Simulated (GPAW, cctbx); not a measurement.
# ZrFe2Pb2: what bonding does to one electron reflection, worked out

ZrFe2Pb2, I4/mmm (no. 139), a = 3.4412 Å, b = 3.4412 Å, c = 17.3668 Å, α = 90.00°, β = 90.00°, γ = 90.00°.

```
atom  mult.    x    y       z
 Pb1      4  1/2  1/2  0.1191
 Zr1      2    0    0       0
 Fe1      4  1/2    0     1/4
```

The start was made by putting kin elements into a known structure type; the compound need not exist, or be stable, in this form.

A DFT run (GPAW, PBE, 450 eV, 7×7×7 k-points, Fermi–Dirac width 0.1 eV, spin-polarised) gives the static X-ray structure factor of 004 as 137.286 e for the conventional cell; superposed free atoms give 138.467 e. **Problem.** Find the Fourier component V of the crystal potential and the two-beam extinction distance at 80 kV in both cases.

## 1. Geometry

The cell volume is Ω = 205.66 Å³ and d(004) = 4.3417 Å, so g = 1/d = 0.2303 Å⁻¹.

## 2. The nuclei

Electrons feel nuclei as well as electrons, so the nuclear charges are summed with the same phases.

Phase sums Σ exp(2πi h·x), turned so that the total is real and positive: Pb +3.957, Zr -2.000, Fe -4.000. Then F_Z = 82 × (+3.957) + 40 × (-2.000) + 26 × (-4.000) = 140.45 e. The electron term has the same sign for this reflection.

## 3. Mott–Bethe

Poisson's equation, term by term, gives V = (e/4πε₀)(F_Z − F)/(πΩg²), with e/4πε₀ = 14.3996 V Å.

The prefactor is 14.3996 × 4.3417²/(π × 205.66) = 0.42012 V per electron. Free atoms: (140.45 − 138.467) × 0.42012 = 0.832 V. Crystal: (140.45 − 137.286) × 0.42012 = 1.328 V. F changes by -0.85 % and V by +59.7 %: the same 1.18 e is measured against F_Z − F = 2.0 e in place of F = 138.5 e.

## 4. Extinction distance

In the two-beam case ξ = 1/(λU) with U = 2γm₀eV/h², that is ξ = 150.41 V Å²/(γλV).

At 80 kV, λ = 0.04176 Å and γ = 1.1566. Free atoms: ξ = 3745 Å. Crystal: ξ = 2345 Å. The thickness fringes go as sin²(πt/ξ), so the two patterns slip by a quarter of a period when t|1/ξ₁ − 1/ξ₀| = 1/4, at t ≈ 157 nm. Thermal motion, absorption and many-beam coupling, left out here, change a real pattern.

## 5. Answer

V(004) is 1.33 V against 0.83 V, and ξ is 2345 against 3745 Å. Limits: static atoms, two beams; a ferromagnetic start is the only order tried, and the real ground state may be antiferromagnetic or insulating.

[Outputs are excerpts: Python notices, other lines and further rows are left out; steps that failed or that the build refused (PBEsol, TPSS) are not shown.]

[Logs are printed without paths, hosts, clocks, repeated set-up lines and the standing remarks that a program may print on its own settings, such as how far it seeks lower states.]
